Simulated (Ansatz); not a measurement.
# CdTe (F-43m): a many-body input that goes wrong, and its mend

Aim: the G0W0 gap of CdTe (F-43m). The first input has a fault.

Main program and level: Ansatz 0.2.0; G0W0 on PBE, plane waves, PAW.

## Step 1: Starting point

The structure is cubic, space group F-43m (No. 216). The conventional cell has a = 6.480 Å, b = 6.480 Å, c = 6.480 Å, α = 90.00°, β = 90.00°, γ = 90.00°. Cd has 4 Te at 2.81 Å nearest. Nearest to Te lie 4 Cd at 2.81 Å. Farther neighbours and most contacts between anions are not listed.

The cell and positions come from the Crystallography Open Database and are kept as given unless a step says otherwise. Spin-orbit coupling is left out unless a step names it. The default PAW set here is soft_1. Its files were made with PBE.

## Step 2: First try

Contents of input.yaml:

```yaml
crystal:
  lattice:
    - [0.0, 3.24, 3.24]
    - [3.24, 0.0, 3.24]
    - [3.24, 3.24, 0.0]
  atoms:
    - { symbol: Cd, position: [0.0, 0.0, 0.0] }
    - { symbol: Te, position: [0.25, 0.25, 0.25] }
kpoints:
  mp_grid: { grid: [4, 4, 4] }
hamiltonian:
  xc: pbe
  pseudopotentials: { kind: paw, azcp: { folder: "./paw" } }
scf:
  occupations: { method: fixed }
gw:
  n_empty_bands: 4
  ecut_chi: 40
  qp_bands: [v2, c2]
  qp_kpoints: band_edges
  screening: { model: contour_deformation }
```

Started as:

```bash
> ansatz run input.yaml --threads 3 --pin off --max-ram 92160MiB --backend cuda --events-out ev --progress --plain --runs-dir out --devices 1 --max-vram 13GiB
```

Numbers of over 12 decimals in the logs are rounded to 6 here.

The program printed:

```text
GPUs: using 1 of 1 available (devices: 1).
Engine: ansatz 0.2.0, x86_64-unknown-linux-gnu
Pseudopotentials: kind: paw
Pseudopotential: Cd, paw, valence charge 20, recommended cutoff 420 eV (normal), <dir>
Pseudopotential: Te, paw, valence charge 16, recommended cutoff 420 eV (normal), <dir>
Functional definition: PBE
  parameter kappa = 0.804
  parameter beta = 0.066725
  exchange = pbe_x(kappa = kappa, mu = beta*pi^2/3)
  correlation = pbe_c(beta = beta)
device memory: the entry about to start is reckoned to put 1.1 GiB on a device that reports 67.0 GiB free (of which the cap on the GPU budget leaves the run 13.0 GiB)
GPU FFT provider: cuFFT
GPU libraries: cuBLAS 13.8.2, cuFFT 12.4.0, cuSOLVER 12.3.4
Crystal: 2 atoms, lattice volume = 68.024 Å³
Basis set: ecut = 420 eV, 1363 PW (Γ)
Bands: 22, of which v1, the nominal top of the filled ones, is band 18 counted from 1 (17 counted from 0)
Symmetry: 24 space group operations
Space group: F-43m (ITA 216), of the structure as read, at distance tolerance 4.1e-5 Å
k-points: 8 of 64 (time reversal used)
Non-local potential: Cd, projectors of the file, l = 0: 3, l = 1: 2, l = 2: 2, l = 3: 1
Non-local potential: Te, projectors of the file, l = 0: 2, l = 1: 2, l = 2: 2, l = 3: 1
PAW form: soft (Blöchl's): semilocal exchange-correlation on the pseudo side does not see the compensation charge
PAW one-centre angular grid: Cd, 590 points (default); XC on 64 Gauss nodes
PAW one-centre angular grid: Te, 590 points (default); XC on 64 Gauss nodes
Initial density: superposition of atomic densities (chi_scale 0.1, normalization cell, long waves kept (reshape's long-wave potential 0.00 eV rms))
Initial wavefunctions: pseudopotential atomic-orbital guess
GPU buffer pool allocated for 32768 grid points (all kernels)
GPU transforms: local potential and band sums: pruned to the plane-wave sphere, on 30×32×32
Functional: x = pbe(κ = 0.804, μ = 0.219515), c = pbe(β = 0.066725)
SCF iter   1: F=—  HF=-15235.429300 eV  |F-HF|=—  |Δ(HF+E_count)|=         —  Δρ=2.14e-2  dr2=2.13e-1  ethr=3.10e-3  ⟨swp⟩=4.6  Hψ=693  notcnv=0  defer=13
preconditioner: auto → none  [insulator: Δε(μ)=0.675 eV  Ē_g=11.547 eV  n_scr=14 (ndim 8)  ℏωp=19.1 eV  f_vac=0.156  ε∞_Penn≈3.7]
SCF iter   2: F=—  HF=-15235.406208 eV  |F-HF|=—  |Δ(HF+E_count)|=   2.31e-2  Δρ=9.02e-3  dr2=4.50e-2  ethr=5.93e-4  ⟨swp⟩=3.6  Hψ=410  notcnv=0  defer=11
SCF iter   3: F=—  HF=-15235.409749 eV  |F-HF|=—  |Δ(HF+E_count)|=   3.54e-3  Δρ=4.38e-3  dr2=8.37e-3  ethr=1.25e-4  ⟨swp⟩=2.9  Hψ=268  notcnv=0  defer=13
SCF iter   4: F=—  HF=-15235.410429 eV  |F-HF|=—  |Δ(HF+E_count)|=   6.80e-4  Δρ=5.89e-4  dr2=8.66e-5  ethr=2.32e-5  ⟨swp⟩=2.5  Hψ=328  notcnv=0  defer=12
SCF iter   5: F=—  HF=-15235.410495 eV  |F-HF|=—  |Δ(HF+E_count)|=   6.60e-5  Δρ=9.67e-5  dr2=3.32e-6  ethr=2.41e-7  ⟨swp⟩=2.8  Hψ=328  notcnv=0  defer=12
SCF iter   6: F=—  HF=-15235.410497 eV  |F-HF|=—  |Δ(HF+E_count)|=   2.31e-6  Δρ=2.63e-5  dr2=5.44e-7  ethr=9.23e-9  ⟨swp⟩=2.0  Hψ=288  notcnv=0  defer=12
SCF iter   7: F=-15235.410497 eV  HF=-15235.410497 eV  |F-HF|=1.50e-8  |Δ(HF+E_count)|=   1.78e-7  Δρ=3.60e-6  dr2=1.03e-8  ethr=2.78e-10  ⟨swp⟩=7.9  Hψ=795  notcnv=0
SCF 1 converged in 7 iterations: F = -15235.410497 eV  dr2 = 1.03e-8
[...]
device memory: the entry about to start is reckoned to put 1.6 GiB on a device that reports 65.3 GiB free (of which the cap on the GPU budget leaves the run 13.0 GiB)
NSCF: frozen V_eff on 8 k-points
[...]
device memory: the entry about to start is reckoned to put 1.1 GiB on a device that reports 67.6 GiB free (of which the cap on the GPU budget leaves the run 13.0 GiB)
NSCF: frozen V_eff on 8 k-points
G₀W₀ screening: q 1/8
[... further progress lines ...]
device memory: the entry about to start is reckoned to put 0.4 GiB on a device that reports 70.2 GiB free (of which the cap on the GPU budget leaves the run 13.0 GiB)
NSCF: frozen V_eff on 1 k-points
SCF converged after 7 iterations
Free energy (F): -15235.410497 eV
Harris-Foulkes:  -15235.410497 eV  (|F-HF|=1.50e-8)
Internal energy: -15235.410497 eV  (E = F + TS)
E sigma→0 (E₀):  -15235.410497 eV
Fermi energy:    7.483641 eV
--- Per-component energies (eV) ---
  E_band       = -789.246988
  E_kinetic    = 613.339384
  E_local      = -5809.596918  (includes V_loc(G=0)·N_el)
  E_nonlocal   = 186.737276
  E_hartree    = 2737.292735
  E_xc         = -278.864804
  E_vxc        = -297.875958  (∫ρ·V_xc dr)
  E_paw        = -8772.294278  (= ΣΔE_a)
  E_vpaw       = -956.431572  (= ΣTr[D̂ρ^β])
  E_aug_tail   = 0.000394  (compensation charges beyond the density's cutoff)
  E_ewald      = -3912.024287
  E_smearing   = -0.000000  (= −TS)
  E_closure    = 0.000000  (closes the sum)
  Σ components = -15235.410497   (vs F -15235.410497, Δ=0.00e0)
--- Band table (eV; the first three rows and the last of 8) ---
  k-point 0: bands = [... 14 lower, -0.5667, 7.4836, 7.4836, 7.4836, 8.2436, 12.0835, 12.0835, 12.0835]
  k-point 1: bands = [... 14 lower, -0.5670, 4.7536, 7.0541, 7.0541, 9.4647, 12.6353, 12.6353, 12.8449]
  k-point 2: bands = [... 14 lower, -0.2096, 3.0530, 6.7070, 6.7070, 9.2939, 12.6758, 12.6758, 14.5445]
  k-point 7: bands = [... 14 lower, 0.0130, 3.2904, 5.1585, 5.2837, 11.7323, 12.1630, 13.0387, 13.7932]
--- G₀W₀: contour deformation, 7 samples at zero and on the imaginary axis and 2 off it, 64 q-points, 4 empty bands' worth ---
  eigenvalues of the whole cell's RPA ε∞ on this k-mesh (on a slab, of 1 + 4πα/V) = 25.7226, 25.7226, 25.7226; static W/v taken at q = 0 is 0.038876
  bands read: the sum over 22 bands ends inside a degenerate multiplet in 1 slot, whose members it reads at an even weight; the widest, k=6: bands 22 to 23 (counted from 1) at 1/2 each
  gw.qp_kpoints: band_edges: 5 of 8 stored k-points solved, in 1 pass; an edge of the gap read off the rows below is read off those points alone
    valence top: of the k-points left out ik 5 came nearest to being solved in a further pass, in band 18 (counted from 1, as in the quasiparticle table): it holds the edge there only if its correction is more favourable than any solved in that band by at least 0.808 eV; those differ by 0.279 eV
    conduction bottom: of the k-points left out ik 4 came nearest to being solved in a further pass, in band 19 (counted from 1, as in the quasiparticle table): it holds the edge there only if its correction is more favourable than any solved in that band by at least 1.499 eV; those differ by 0.787 eV
  `?` marks the rows in doubt; gw_qp.tsv's column doubts and the gw_qp event give each row's grounds
    ik  band        ε_KS         Σx   Σc(E_QP)       V_xc       Z   E_QP_lin       E_QP  E_QP is
     0    17      7.4836   -17.9267     2.5780   -15.8956  0.7513     8.0190     8.0305  root
     0    18      7.4836   -17.9267     2.5780   -15.8956  0.7513     8.0190     8.0305  root
     0    19      8.2436    -9.3527    -2.2894   -13.3171  0.7695     9.8286     9.9187  root
     0    20     12.0835    -6.6240    -2.4976   -10.8587  0.7623    13.7296    13.8205  root
     1    17      7.0541   -17.3052     2.6337   -15.1479  0.7456     7.5211     7.5304  root
     1    18      7.0541   -17.3052     2.6337   -15.1479  0.7456     7.5211     7.5304  root
     1    19      9.4647    -8.7070    -2.3025   -12.7008  0.7677    11.0707    11.1560  root
     1    20     12.6353    -6.7439    -2.6133   -11.1248  0.7590    14.3212    14.4029  root
     2    17      6.7070   -16.9213     2.7185   -14.6241  0.7399     7.1206     7.1283  root
     2    18      6.7070   -16.9213     2.7185   -14.6241  0.7399     7.1206     7.1283  root
     2    19      9.2939    -8.3720    -2.3500   -12.3137  0.7695    10.8208    10.8856  root ?
     2    20     12.6758    -6.5122    -2.5722   -10.7850  0.7599    14.2974    14.3763  root
     3    17      6.3955   -16.4673     2.7420   -14.0965  0.7351     6.7605     6.7668  root
     3    18      6.3955   -16.4673     2.7420   -14.0965  0.7351     6.7605     6.7668  root
     3    19     10.4191    -8.8810    -2.3636   -13.0019  0.7628    12.0929    12.1764  root
     3    20     10.8130    -6.4781    -2.5123   -10.2775  0.7734    12.1299    12.1001  root ?
     6    17      5.6167   -15.6897     2.9589   -12.9983  0.7180     5.8805     5.8843  root
     6    18      5.6167   -15.6897     2.9589   -12.9983  0.7180     5.8805     5.8843  root
     6    19     10.0843    -5.9179    -2.4967    -9.3846  0.7776    11.1052    11.0543  root
     6    20     10.1522    -8.1022    -2.3590   -11.9523  0.7696    11.6112    11.6433  root ?
```

Wall time 14 s (1 × NVIDIA H100 80GB HBM3 (shared by 6 runs) with 3 threads of AMD EPYC 7R13 (Zen 3), shared host); peak memory 1 GiB.

Q: What is the fault?

The run ended normally, though the input holds a fault or crude settings.

The fault: four empty bands in G0W0. The sums over empty states are cut off almost at the gap, so screening and correlation are far from complete.

It printed a gap of 1.89 eV, which is an artefact of the settings.

## Step 3: A better input

G0W0 replaces the xc potential by the self-energy, built once from these orbitals. Only a window of levels is corrected, while the sums run over the empty bands that the input names.

Edit input.yaml of step 2 so:

```diff
@@ -16,4 +16,4 @@
 gw:
-  n_empty_bands: 4
-  ecut_chi: 40
+  n_empty_bands: 203
+  ecut_chi: 120
   qp_bands: [v2, c2]
```

The program printed:

```text
GPUs: using 1 of 1 available (devices: 1).
[...]
GPU FFT provider: cuFFT
GPU libraries: cuBLAS 13.8.2, cuFFT 12.4.0, cuSOLVER 12.3.4
Crystal: 2 atoms, lattice volume = 68.024 Å³
Basis set: ecut = 420 eV, 1363 PW (Γ)
Bands: 22, of which v1, the nominal top of the filled ones, is band 18 counted from 1 (17 counted from 0)
Symmetry: 24 space group operations
[...]
k-points: 8 of 64 (time reversal used)
[...]
GPU buffer pool allocated for 32768 grid points (all kernels)
[...]
SCF iter   1: F=—  HF=-15235.429300 eV  |F-HF|=—  |Δ(HF+E_count)|=         —  Δρ=2.14e-2  dr2=2.13e-1  ethr=3.10e-3  ⟨swp⟩=4.6  Hψ=693  notcnv=0  defer=13
[...]
SCF iter   7: F=-15235.410497 eV  HF=-15235.410497 eV  |F-HF|=1.50e-8  |Δ(HF+E_count)|=   1.78e-7  Δρ=3.60e-6  dr2=1.03e-8  ethr=2.78e-10  ⟨swp⟩=7.9  Hψ=795  notcnv=0
SCF 1 converged in 7 iterations: F = -15235.410497 eV  dr2 = 1.03e-8
[...]
0    17      7.4836   -17.9267     1.5192   -15.8956  0.7367     6.9520     6.9718  root
     0    18      7.4836   -17.9267     1.5192   -15.8956  0.7367     6.9520     6.9718  root
     0    19      8.2436    -9.3527    -3.8705   -13.3171  0.7586     8.3380     8.3376  root
     0    20     12.0835    -6.6240    -4.1743   -10.8587  0.7406    12.1441    12.1439  root
     1    17      7.0541   -17.3052     1.6137   -15.1479  0.7335     6.4866     6.5105  root
     1    18      7.0541   -17.3052     1.6137   -15.1479  0.7335     6.4866     6.5105  root
     1    19      9.4647    -8.7070    -3.9062   -12.7008  0.7527     9.5526     9.5523  root
     1    20     12.6353    -6.7439    -4.3103   -11.1248  0.7354    12.7061    12.7059  root
[...]
6    17      5.6167   -15.6897     2.0668   -12.9983  0.7148     4.9517     4.9921  root
     6    18      5.6167   -15.6897     2.0668   -12.9983  0.7148     4.9517     4.9921  root
     6    19     10.0843    -5.9179    -3.6168    -9.3846  0.7623     9.9352     9.9342  root
     6    20     10.1522    -8.1022    -3.8110   -11.9523  0.7517    10.1914    10.1913  root
[key lines of the parts left out:]
SCF converged after 7 iterations
Free energy (F): -15235.410497 eV
Fermi energy:    7.483641 eV
```

Wall time 16 s (1 × NVIDIA H100 80GB HBM3 (shared by 6 runs) with 3 threads); peak memory 1.2 GiB.

This step gave:

```
bands summed                                 : 221
RPA ε∞ on this mesh (eigenvalues)            : 26.22, 26.22, 26.22
plane waves in the screening matrix          : 181
q-points in the mesh                         : 64
G0W0 gap on the mesh                         : 1.366 eV
k of the valence top                         : 0, 0, 0
k of the conduction bottom                   : 0, 0, 0
starting gap on the mesh                     : 0.7600 eV
Z at the valence top                         : 0.7367
Z at the conduction bottom                   : 0.7586
least direct G0W0 gap on the computed points : 1.366 eV
```

The gap on the mesh goes from 0.76 eV to 1.37 eV, a correction of +0.61 eV. Between the two edge states, bare exchange in place of the xc potential would open the gap by 6.00 eV, and correlation takes back 5.39 eV.

## Step 4: Summary of results

- first try: converged after 14 s
- better run: G0W0 gap on the mesh 1.37 eV (4×4×4 mesh, 203 empty bands, screening to 120 eV)

The second run differs in: empty bands and screening cutoff (eV). Bands and cutoff are finite, so the gap is not at the basis limit. The miss can reach some tenths of an eV and take either sign; the mesh is an error of its own. The 4×4×4 mesh is coarse for this cell (its supercell is 18 Å along the shortest edge). The RPA ε∞ on it, from the PBE start, is 26.22; such meshes misread the long-range screening, most where the gap is narrow. The RPA ε∞ on this mesh reaches over 25; with a narrow direct gap a coarse mesh can overstate it, and the correction is then too small. The many-body steps are scalar-relativistic: spin-orbit coupling is not in them.

[Paths, hosts, dates, memory and timing lines, banners, echoed tables and standing remarks are left out of the program output.]

[Logs are printed without paths, hosts, clocks, repeated set-up lines and the standing remarks that a program may print on its own settings, such as how far it seeks lower states.]

[Runs of the session that timed out or met a known fault of the program may be left out.]

[Cells called generated may have been cut or substituted from an entry of the Crystallography Open Database or the Materials Project.]

[Hosts, paths, dates, database ids (printed as entryN), source tags and the programs' standing remarks are cut or masked in the printed files.]
